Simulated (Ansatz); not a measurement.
# Relaxing generalised stacking fault on (111) (glide set) of a Ge-Sn solid solution (48 atoms)

Aim: bring generalised stacking fault on (111) (glide set) of a Ge-Sn solid solution (48 atoms) to a nearby minimum of the energy and see what moves.

Main program and level: Ansatz 0.2.0; Kohn-Sham DFT, PBE, PAW (set soft_2), plane waves.

## (1) Set-up

The cell holds 48 atoms: 34 Ge and 14 Sn. Cell: a = 8.334 Å, b = 7.218 Å, c = 20.867 Å, α = 90.0°, β = 79.5°, γ = 90.0°. It derives from Ge and Sn. Diamond-structure Ge lattice (a = 5.8932 Å, the value set for the mixture), cell with z along [111], 2 x 1 x 2 periods; the third cell vector is tilted by 0.917 of 1/2[1-10] and lengthened by 0.1 Å, so the cell holds one fault (glide set); displaced by a Gaussian of 0.01 Å; 14 of 48 Ge sites given to Sn at random (lattice constant by Vegard's rule between Ge and Sn).

Limits known from the start: Atoms were free to move along the slip, so the relaxation can undo part or all of it. The host structure and its lattice constant were typed by rule, without a check against the phase diagram.

## (2) Single point at the start

The forces at the start show how far the geometry lies from a minimum of this functional.

input.yaml reads:

```yaml
crystal:
  lattice:
    - [8.33424, 0.0, 0.0]
    - [0.0, 7.21767, 0.0]
    - [3.81983, 0.0, 20.51464]
  atoms:
    - { symbol: Ge, position: [0.74269, 0.50103, 0.02077] }
    - { symbol: Sn, position: [0.68231, 0.4986, 0.14553] }
    - { symbol: Sn, position: [0.6663, 0.83367, 0.1874] }
    - { symbol: Ge, position: [0.60777, 0.83482, 0.31122] }
    - { symbol: Sn, position: [0.24264, 0.50103, 0.01994] }
    - { symbol: Ge, position: [0.18487, 0.49779, 0.14474] }
    - { symbol: Ge, position: [0.16275, 0.83304, 0.18564] }
    - { symbol: Ge, position: [0.10664, 0.83305, 0.31065] }
    - { symbol: Ge, position: [0.49153, 0.99911, 0.02025] }
    - { symbol: Ge, position: [0.43406, 0.00075, 0.14518] }
    - { symbol: Sn, position: [0.41231, 0.33213, 0.1864] }
    - { symbol: Ge, position: [0.35657, 0.33385, 0.31087] }
    - { symbol: Sn, position: [0.33577, 0.6677, 0.35283] }
    - { symbol: Sn, position: [0.27975, 0.66689, 0.477] }
    - { symbol: Ge, position: [0.58812, 0.16778, 0.35196] }
    - { symbol: Ge, position: [0.53057, 0.16841, 0.47635] }
    - { symbol: Ge, position: [0.51164, 0.50112, 0.51825] }
    - { symbol: Ge, position: [0.45644, 0.49768, 0.6422] }
    - { symbol: Ge, position: [0.43443, 0.83282, 0.6847] }
    - { symbol: Ge, position: [0.37881, 0.83268, 0.80758] }
    - { symbol: Ge, position: [0.99054, 0.9994, 0.02117] }
    - { symbol: Sn, position: [0.93459, 0.998, 0.14516] }
    - { symbol: Ge, position: [0.91272, 0.33286, 0.18689] }
    - { symbol: Ge, position: [0.85708, 0.33302, 0.31095] }
    - { symbol: Ge, position: [0.83933, 0.66652, 0.35154] }
    - { symbol: Ge, position: [0.78114, 0.66918, 0.47727] }
    - { symbol: Sn, position: [0.08855, 0.16598, 0.35245] }
    - { symbol: Ge, position: [0.03149, 0.16681, 0.47619] }
    - { symbol: Ge, position: [0.01292, 0.50097, 0.51887] }
    - { symbol: Ge, position: [0.95609, 0.49984, 0.64216] }
    - { symbol: Ge, position: [0.93629, 0.83519, 0.68362] }
    - { symbol: Ge, position: [0.87744, 0.83298, 0.80869] }
    - { symbol: Ge, position: [0.26302, 0.00089, 0.51829] }
    - { symbol: Ge, position: [0.20771, 0.0002, 0.64123] }
    - { symbol: Ge, position: [0.18725, 0.33363, 0.6841] }
    - { symbol: Ge, position: [0.12895, 0.33514, 0.80907] }
    - { symbol: Ge, position: [0.10968, 0.6653, 0.85071] }
    - { symbol: Ge, position: [0.05129, 0.66656, 0.97492] }
    - { symbol: Sn, position: [0.35986, 0.16605, 0.8504] }
    - { symbol: Sn, position: [0.30396, 0.16723, 0.97492] }
    - { symbol: Sn, position: [0.76222, 0.99876, 0.51824] }
    - { symbol: Sn, position: [0.7074, 0.99976, 0.64201] }
    - { symbol: Sn, position: [0.68599, 0.3331, 0.68388] }
    - { symbol: Ge, position: [0.62921, 0.33313, 0.80772] }
    - { symbol: Sn, position: [0.61108, 0.66667, 0.84966] }
    - { symbol: Ge, position: [0.55068, 0.66691, 0.97539] }
    - { symbol: Ge, position: [0.85898, 0.16733, 0.85016] }
    - { symbol: Ge, position: [0.80524, 0.16854, 0.9739] }
kpoints:
  mp_grid: { grid: [2, 2, 1] }
hamiltonian:
  xc: pbe
scf:
  occupations: { method: gaussian, width: 0.025 }
output:
  forces: true
```

Started as:

```
$ ansatz run input.yaml --threads 4 --pin off --max-ram 8192MiB --backend cpu --events-out ev --progress --plain --runs-dir out
```

Numbers of over 12 decimals in the logs are rounded to 6 here.

The log of the run:

```text
Engine: ansatz 0.2.0, aarch64-unknown-linux-gnu
Pseudopotentials: kind: paw
Pseudopotential: Ge, paw, valence charge 14, recommended cutoff 420 eV (normal), Ge.paw.azcp
Pseudopotential: Sn, paw, valence charge 14, recommended cutoff 420 eV (normal), Sn.paw.azcp
[... 5 lines on functional and potentials left out ...]
Crystal: 48 atoms, lattice volume = 1234.033 Å³
Basis set: ecut = 420 eV, 24073 PW (Γ), exchange–correlation on 120×100×288 points (8 copies of the dense FFT grid, shifted against one another)
Bands: 384, of which v1, the nominal top of the filled ones, is band 336 counted from 1 (335 counted from 0)
Symmetry: 1 space group operations
Space group: P1 (ITA 1), of the structure as read, at distance tolerance 1.1e-4 Å
k-points: 4
[... 5 lines on functional and potentials left out ...]
Initial density: superposition of atomic densities (neutral atoms: chi_scale 0, normalization atom), corrected by the library's trained network
Initial wavefunctions: pseudopotential atomic-orbital guess
Functional: x = pbe(κ = 0.804, μ = 0.219515), c = pbe(β = 0.066725)
SCF iter   1: F=—  HF=-230358.538684 eV  |F-HF|=—  |Δ(HF+E_count)|=         —  Δρ=1.78e-3  dr2=5.87e-2  ethr=1.77e-3  ⟨swp⟩=6.0  Hψ=6518  notcnv=0  defer=21
preconditioner: auto → LDOS  [insulator: Δε(μ)=0.058 eV  Ē_g=20.868 eV  σ=0.025 eV  W_gap=0.90  n_scr=310 (ndim 8)  ℏωp=27.4 eV  f_vac=0.076  D(μ)=6.24/eV (n_scr^D=20)  ε∞_Penn≈2.7  β→1.0]
SCF iter   2: F=—  HF=-230358.547076 eV  |F-HF|=—  |Δ(HF+E_count)|=   8.39e-3  Δρ=1.08e-3  dr2=5.52e-2  ethr=8.74e-6  ⟨swp⟩=3.0  Hψ=3195  notcnv=0  defer=159
SCF iter   3: F=—  HF=-230358.535074 eV  |F-HF|=—  |Δ(HF+E_count)|=   1.20e-2  Δρ=3.81e-4  dr2=7.07e-3  ethr=8.21e-6  ⟨swp⟩=2.2  Hψ=2075  notcnv=0  defer=159
SCF iter   4: F=—  HF=-230358.533737 eV  |F-HF|=—  |Δ(HF+E_count)|=   1.34e-3  Δρ=8.70e-5  dr2=2.23e-4  ethr=1.05e-6  ⟨swp⟩=2.0  Hψ=2041  notcnv=0  defer=159
SCF iter   5: F=—  HF=-230358.533734 eV  |F-HF|=—  |Δ(HF+E_count)|=   3.49e-6  Δρ=2.73e-5  dr2=2.14e-5  ethr=3.32e-8  ⟨swp⟩=2.0  Hψ=2042  notcnv=0  defer=159
SCF iter   6: F=—  HF=-230358.533315 eV  |F-HF|=—  |Δ(HF+E_count)|=   4.19e-4  Δρ=9.39e-6  dr2=2.04e-6  ethr=3.18e-9  ⟨swp⟩=2.0  Hψ=2718  notcnv=0  defer=159
SCF iter   7: F=—  HF=-230358.533316 eV  |F-HF|=—  |Δ(HF+E_count)|=   1.05e-6  Δρ=3.15e-6  dr2=2.11e-7  ethr=3.04e-10  ⟨swp⟩=2.0  Hψ=2041  notcnv=0  defer=159
SCF iter   8: F=-230358.533316 eV  HF=-230358.533316 eV  |F-HF|=6.75e-9  |Δ(HF+E_count)|=   2.34e-7  Δρ=1.04e-6  dr2=3.17e-8  ethr=1.49e-11  ⟨swp⟩=4.0  Hψ=4618  notcnv=0
SCF 1 converged in 8 iterations: F = -230358.533316 eV  dr2 = 3.17e-8
  greatest PAW one-centre occupation: 0.998 electrons in one spin orbital (limit 2), on the Ge atom at site 8 (counted from 0), in its partial waves of l = 2
SCF converged after 8 iterations
Free energy (F): -230358.533316 eV
Harris-Foulkes:  -230358.533316 eV  (|F-HF|=6.75e-9)
Internal energy: -230358.530693 eV  (E = F + TS)
E sigma→0 (E₀):  -230358.532005 eV
Entropy (-TS):   -0.002624 eV (-0.055 meV/atom)
Fermi energy:    8.436266 eV
--- Per-component energies (eV) ---
  E_band       = -6775.526836
  E_kinetic    = 6431.735295
  E_local      = -100816.204314  (includes V_loc(G=0)·N_el)
  E_nonlocal   = 13768.660283
  E_hartree    = 46507.881872
  E_xc         = -7923.155637
  E_vxc        = -3541.276899  (∫ρ·V_xc dr)
  E_paw        = -126599.059455  (= ΣΔE_a)
  E_vpaw       = -15634.217486  (= ΣTr[D̂ρ^β])
  E_aug_tail   = 0.010613  (compensation charges beyond the density's cutoff)
  E_ewald      = -61728.399349
  E_smearing   = -0.002624  (= −TS)
  E_closure    = 0.000000  (closes the sum)
  Σ components = -230358.533316   (vs F -230358.533316, Δ=0.00e0)
--- Forces (eV/Å), atoms counted from 1 ---
  atom   1  Ge     2.06922952    -0.66960427    -0.87430872
  atom   2  Sn     1.35690192    -0.66937377    -1.19967760
  atom   3  Sn    -1.66505230     0.68768824     1.00504159
  atom   4  Ge     0.81200317     0.45197786     0.90118946
  atom   5  Sn     3.05055221     0.14643169     1.31401524
  atom   6  Ge    -1.21968032     0.72191392     0.68115321
  atom   7  Ge     1.31181562    -0.72228226     0.53640299
  atom   8  Ge    -0.99765599    -0.54648562    -0.97483049
  atom   9  Ge     4.07371209    -2.06979852     1.55673699
  atom  10  Ge    -0.91850699    -0.84376354    -0.88787709
  atom  11  Sn    -1.28184074    -0.80151887     0.69730488
  atom  12  Ge     0.99300920    -0.58795538     0.32721975
  atom  13  Sn     0.26057154     0.00385640    -1.78943057
  atom  14  Sn     0.11655607     0.03857652     1.71139809
[...]
atom  47  Ge     0.03314145     0.03550220    -0.04935054
  atom  48  Ge    -2.16976904     0.68045197    -0.29559601
  max |Σ_I F_I| component: 2.33e-5 eV/Å
```

Run time: 73 s. Hardware: 4 threads of Arm Neoverse N1, shared host; peak memory 5.3 GiB; 4.8 min of CPU time.

The program notes that it cut back its work space to fit the memory limit.

Read from the output:

| Property | Result |
| --- | --- |
| free energy | -230358.5333 eV |
| free energy per atom | -4799.1361 eV/atom |
| SCF cycles | 8 |
| r.m.s. force component | 1.058 eV/Å |
| longest force | 4.827 eV/Å |
| Fermi energy | 8.436 eV |

The r.m.s. force component of 1.1 eV/Å sets the starting point.

Length of the force by element:

```csv
element,coordination,atoms,mean length of the force (eV/Å),spread,least,most
Ge,all,34,1.43,1.01,0.0692,4.83
Sn,all,14,1.83,0.834,0.0989,3.32
```

## (3) Relaxation

The atoms are relaxed in the fixed cell, aiming at the force tolerance of the input.

input.yaml, as its differences from that of step 2:

```diff
@@ -15 +15,4 @@
   forces: true
+relax:
+  f_tol: 0.05
+  max_steps: 83
```

The log of the run:

```text
[...]
Crystal: 48 atoms, lattice volume = 1234.033 Å³
Basis set: ecut = 420 eV, 24073 PW (Γ), exchange–correlation on 120×100×288 points (8 copies of the dense FFT grid, shifted against one another)
Bands: 404, of which v1, the nominal top of the filled ones, is band 336 counted from 1 (335 counted from 0)
Symmetry: 1 space group operations
[...]
k-points: 4
[...]
SCF iter   1: F=—  HF=-230358.539089 eV  |F-HF|=—  |Δ(HF+E_count)|=         —  Δρ=1.78e-3  dr2=5.84e-2  ethr=1.77e-3  ⟨swp⟩=6.0  Hψ=6847  notcnv=0  defer=64
[...]
SCF iter   6: F=-230358.533315 eV  HF=-230358.533315 eV  |F-HF|=8.04e-8  |Δ(HF+E_count)|=   4.59e-6  Δρ=9.37e-6  dr2=2.09e-6  ethr=3.06e-9  ⟨swp⟩=2.0  Hψ=5509  notcnv=0
SCF 1 converged in 6 iterations: F = -230358.533315 eV  dr2 = 2.09e-6
[...]
relax step   1: F+E_penalty+E_count = -230358.53331527 eV  Δ(F+E_penalty+E_count) = +0.000e0 eV  max|allowed force component| = 4.074e0 eV/Å  Δτ_max = 0.0000 Å  (6 SCF iters, dr2 threshold 6.25e-5 eV, accepted)
[...]
relax step   2: F+E_penalty+E_count = -230363.39777102 eV  Δ(F+E_penalty+E_count) = -4.864e0 eV  max|allowed force component| = 1.388e0 eV/Å  Δτ_max = 0.1946 Å  (6 SCF iters, dr2 threshold 1.00e-4 eV, accepted)
[...]
relax step   3: F+E_penalty+E_count = -230364.28558113 eV  Δ(F+E_penalty+E_count) = -8.878e-1 eV  max|allowed force component| = 1.355e-1 eV/Å  Δτ_max = 0.2000 Å  (7 SCF iters, dr2 threshold 1.00e-4 eV, accepted)
relax step   4: F+E_penalty+E_count = -230364.30883143 eV  Δ(F+E_penalty+E_count) = -2.325e-2 eV  max|allowed force component| = 8.529e-2 eV/Å  Δτ_max = 0.0471 Å  (7 SCF iters, accepted)
[...]
relax step   5: F+E_penalty+E_count = -230364.31085509 eV  Δ(F+E_penalty+E_count) = -2.024e-3 eV  max|allowed force component| = 4.345e-2 eV/Å  Δτ_max = 0.0205 Å  (7 SCF iters, accepted)
SCF converged after 7 iterations
Free energy (F): -230364.310855 eV
[...]
Internal energy: -230364.310076 eV  (E = F + TS)
E sigma→0 (E₀):  -230364.310465 eV
Entropy (-TS):   -0.000779 eV (-0.016 meV/atom)
Fermi energy:    8.433606 eV
[...]
--- Forces (eV/Å), atoms counted from 1 ---
  atom   1  Ge    -0.00218515     0.01487818     0.00703757
  atom   2  Sn     0.00968735    -0.00647394     0.00010536
  atom   3  Sn    -0.00972391     0.00624299     0.00321149
  atom   4  Ge     0.01871049    -0.02925815     0.00007308
  atom   5  Sn    -0.00995153     0.00499903     0.03663196
  atom   6  Ge     0.01467700     0.00282147    -0.00903123
  atom   7  Ge    -0.01906355    -0.00400823     0.00737191
  atom   8  Ge     0.00744439    -0.00597471     0.00168358
  atom   9  Ge    -0.02194708    -0.02251183     0.03402104
  atom  10  Ge     0.02295051     0.00379900    -0.02129981
  atom  11  Sn    -0.01310122     0.00861001     0.00369810
  atom  12  Ge     0.01780078    -0.01481376    -0.00328474
  atom  13  Sn    -0.00880840     0.01493105     0.01009956
  atom  14  Sn     0.00774173     0.00112681    -0.00225863
[...]
atom  47  Ge    -0.01217062     0.00271845    -0.02270534
  atom  48  Ge     0.01437253    -0.00299108     0.00058565
  max |Σ_I F_I| component: 1.49e-6 eV/Å
--- Relaxed structure (5 steps of the walk, 5 accepted, 0 SCFs on fresh bases) ---
  F+E_penalty+E_count = -230364.31085509 eV   max|allowed force component| = 4.345e-2 eV/Å
  atoms:
    - { symbol: Ge, position: [0.771553, 0.491656, 0.00729158] }
    - { symbol: Sn, position: [0.711847, 0.494229, 0.135011] }
    - { symbol: Sn, position: [0.669368, 0.841096, 0.193428] }
    - { symbol: Ge, position: [0.623436, 0.847108, 0.320255] }
[...]
- { symbol: Ge, position: [0.783930, 0.163077, 0.971032] }
```

Run time: 5.9 min. Hardware: 4 threads; peak memory 5.5 GiB.

The steps of the relaxation:

```
step  energy less that of the first step (eV)  largest force component (eV/Å)
   1                                   0.0000                          4.0737
   2                                  -4.8645                          1.3875
   3                                  -5.7523                          0.1355
   4                                  -5.7755                          0.0853
   5                                  -5.7775                          0.0435
```

The atoms that moved most (Å):

```csv
atom,dx,dy,dz,length
Ge1,0.189,-0.068,-0.277,0.342
Ge9,0.307,-0.064,-0.007,0.314
Sn2,0.206,-0.032,-0.216,0.300
Ge20,-0.226,-0.128,-0.096,0.278
Ge38,-0.244,0.019,-0.122,0.274
Ge4,0.165,0.089,0.185,0.264
Ge19,-0.226,-0.089,-0.019,0.243
Ge36,-0.209,0.075,-0.074,0.234
```

The relaxation changed the energy by -120 meV/atom, and atoms moved by 0.18 Å r.m.s., 0.34 Å at most.

## (4) Distances and neighbours after relaxation

Density 5.56 g/cm³, 25.71 Å³ an atom.

Pair distribution functions g(r), in bins of 0.1 Å:

```csv
r (Å),total,Ge-Ge,Ge-Sn,Sn-Sn
2.35,0.00,0.00,0.00,0.00
2.45,6.28,12.50,0.00,0.00
2.55,0.66,0.80,0.62,0.00
2.65,4.70,0.00,11.40,0.00
2.75,0.89,0.00,0.00,10.50
2.85,0.00,0.00,0.00,0.00
2.95,0.00,0.00,0.00,0.00
3.05,0.00,0.00,0.00,0.00
3.15,0.00,0.00,0.00,0.00
3.25,0.00,0.00,0.00,0.00
3.35,0.00,0.00,0.00,0.00
3.45,0.00,0.00,0.00,0.00
3.55,0.00,0.00,0.00,0.00
3.65,0.00,0.00,0.00,0.00
3.75,0.00,0.00,0.00,0.00
3.85,0.06,0.11,0.00,0.00
3.95,1.14,1.95,0.39,0.00
4.05,3.88,4.24,3.50,3.64
4.15,3.68,2.96,4.81,2.36
4.25,2.51,1.80,3.21,3.33
4.35,1.94,1.97,2.19,0.54
4.45,0.82,0.69,0.95,1.01
4.55,0.29,0.24,0.40,0.00
4.65,0.75,0.79,0.57,1.39
4.75,1.73,0.98,2.37,3.10
4.85,2.57,2.67,2.53,2.13
4.95,2.99,2.71,3.70,1.22
5.05,1.47,1.67,1.38,0.78
5.15,0.45,0.77,0.16,0.00
5.25,0.09,0.06,0.15,0.00
5.35,0.00,0.00,0.00,0.00
5.45,0.00,0.00,0.00,0.00
5.55,0.03,0.06,0.00,0.00
5.65,0.13,0.16,0.13,0.00
5.75,0.36,0.31,0.37,0.61
5.85,1.10,0.79,1.20,2.36
5.95,1.33,1.49,1.17,1.14
6.05,0.44,0.60,0.34,0.00
6.15,0.25,0.40,0.11,0.00
6.25,0.94,1.00,1.00,0.25
6.35,1.61,1.22,2.15,1.24
6.45,1.51,1.43,1.49,2.16
6.55,1.27,1.51,1.01,1.17
6.65,0.37,0.35,0.33,0.68
```

(Part 1 of 2 ends here.)

[Logs are printed without paths, hosts, clocks, repeated set-up lines and the standing remarks that a program may print on its own settings, such as how far it seeks lower states.]

[Hosts, paths, dates, database ids (printed as entryN), source tags and the programs' standing remarks are cut or masked in the printed files.]
